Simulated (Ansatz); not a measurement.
# Se on Al(111): change of the work function, part 3 of 3

Aim: the work function of Al(111) at several coverages of Se (fcc site), and the dipole that each adsorbate carries.

Ansatz 0.2.0; plane-wave DFT, PBE, Ansatz PAW.

So far, work function, upper face (eV): step 2 (the clean slab) 4.02; step 3 (37 atoms, coverage 0.111 ML, cell 3x3) 4.20; step 4 (17 atoms, coverage 0.25 ML, cell 2x2) 4.41; step 5 (18 atoms, coverage 0.5 ML, cell 2x2) 4.42.

### Step 6. Adsorbate added, k-mesh 12×12×1, coverage 1 ML (continued)

Relaxation path:

```
step  energy less that of the first step (eV)  largest force component (eV/Å)
   1                                   0.0000                          1.2643
   2                                  -0.0867                          0.6244
   3                                  -0.1508                          0.2427
   4                                  -0.1710                          0.0355
   5                                  -0.1720                          0.0109
```

Forces are held to the 6 operations that the run works with; a distortion that breaks them can't arise in this run.

The atoms that moved most (Å):

```
atom     dx     dy     dz  length
 Se5  0.000  0.000  0.462   0.462
 Al3  0.000  0.000  0.059   0.059
 Al4  0.000  0.000  0.047   0.047
```

The relaxed structure:

```cif
data_structure
_symmetry_space_group_name_H-M 'P 1'
_symmetry_Int_Tables_number 1
_cell_length_a 2.8638
_cell_length_b 2.8638
_cell_length_c 26.8090
_cell_angle_alpha 90.000
_cell_angle_beta 90.000
_cell_angle_gamma 60.000
_cell_volume 190.41
loop_
_atom_site_label
_atom_site_type_symbol
_atom_site_fract_x
_atom_site_fract_y
_atom_site_fract_z
_atom_site_occupancy
Al1 Al 0.00000 0.00000 0.33571 1
Al2 Al 0.33333 0.33333 0.42293 1
Al3 Al 0.66667 0.66667 0.51040 1
Al4 Al 0.00000 0.00000 0.59700 1
Se5 Se 0.33333 0.33333 0.68154 1
```

Running mean over 2.338 Å of the planar mean; the ramp of the sawtooth is left out. Electron's electrostatic potential energy less the Fermi level against z:

```
z (Å)  electron's electrostatic potential energy less the Fermi level (eV)
  3.5                                                                 4.14
  4.0                                                                 4.14
  4.5                                                                 4.14
  5.0                                                                 4.14
  5.5                                                                 4.12
  6.0                                                                 4.05
  6.5                                                                 3.82
  7.0                                                                 3.06
  7.5                                                                 1.12
  8.0                                                                -1.26
  8.5                                                                -3.38
  9.0                                                                -4.32
  9.5                                                                -4.48
 10.0                                                                -4.49
 10.5                                                                -4.51
 11.0                                                                -4.50
 11.5                                                                -4.49
 12.0                                                                -4.48
 12.5                                                                -4.47
 13.0                                                                -4.47
 13.5                                                                -4.51
 14.0                                                                -4.55
 14.5                                                                -4.60
 15.0                                                                -4.66
 15.5                                                                -4.77
 16.0                                                                -4.83
 16.5                                                                -5.09
 17.0                                                                -5.38
 17.5                                                                -5.49
 18.0                                                                -5.26
 18.5                                                                -4.53
 19.0                                                                -2.64
 19.5                                                               0.0288
 20.0                                                                 2.60
 20.5                                                                 4.05
 21.0                                                                 4.40
 21.5                                                                 4.47
 22.0                                                                 4.49
 22.5                                                                 4.50
 23.0                                                                 4.50
 23.5                                                                 4.50
```

The relaxation took 5 steps and lowered the energy by 0.17 eV; the largest force on the free atoms ends at 0.011 eV/Å.

The covered face has 4.50 eV, +0.48 eV against the clean one; the bare back face has moved by +0.12 eV, a measure of how thin the slab is.

### Step 7. Work function against coverage

This step: plane-wave DFT, PBE, Ansatz PAW; work function against coverage (Ansatz 0.2.0).

The runs are now put side by side.

This step gave:

| Property | Result |
| --- | --- |
| work function of the clean face | 4.021 eV |
| largest change of the work function | 0.4769 eV |

Table of work function of the covered face by coverage:

```
coverage (adsorbates/nm²)  work function of the covered face (eV)
                     0.00                                    4.02
                     1.56                                    4.20
                     3.52                                    4.41
                     7.04                                    4.42
                    14.08                                    4.50
```

The dipole per adsorbate comes from the change of the cell's dipole. Coverage, by row:

```
coverage (1/nm²)  coverage (ML)  work function (eV)  change (eV)  dipole per adsorbate, positive end outwards (debye)  mean height of the added atoms over the highest substrate atom (Å)
           1.564         0.1111               4.197       0.1764                                               -0.281                                                               1.774
            3.52           0.25               4.406        0.385                                               -0.283                                                               1.802
            7.04            0.5               4.424       0.4031                                               -0.134                                                                1.93
           14.08              1               4.497       0.4769                                               -0.067                                                               2.266
```

### Step 8. Summary of results

* work function of the clean face: 4.02 eV
* work function at 0.11 ML: 4.20 eV
* work function at 0.25 ML: 4.41 eV
* work function at 0.5 ML: 4.42 eV
* work function at 1 ML: 4.50 eV
* dipole per adsorbate at 0.11 ML, positive end outwards: -0.28 D

**Reading.** Se raises the work function of Al(111) at the lowest coverage, by 0.18 eV: the adsorbate layer has its negative end outwards. The dipole per adsorbate falls from 0.28 to 0.07 D as the layer fills. Neighbouring dipoles depolarise each other, and heights and bonding change with coverage too. At the highest coverage the adsorbates are pressed to about 2.9 Å, closer than unbonded atoms of this kind usually come, so a real layer may not reach it. The slab has 4 layers, at the tabulated experimental lattice constant, one starting site was run, and quantum-size effects of a slab this thin can reach one or two tenths of an eV.

[Logs are printed without paths, hosts, clocks, repeated set-up lines and the standing remarks that a program may print on its own settings, such as how far it seeks lower states.]

[Hosts, paths, dates, database ids (printed as entryN), source tags and the programs' standing remarks are cut or masked in the printed files.]

[Maps of the electrostatic potential energy from Ansatz leave out the sawtooth potential of an applied field or a dipole correction, so their vacuum need not be flat; planar profiles and work functions include it.]
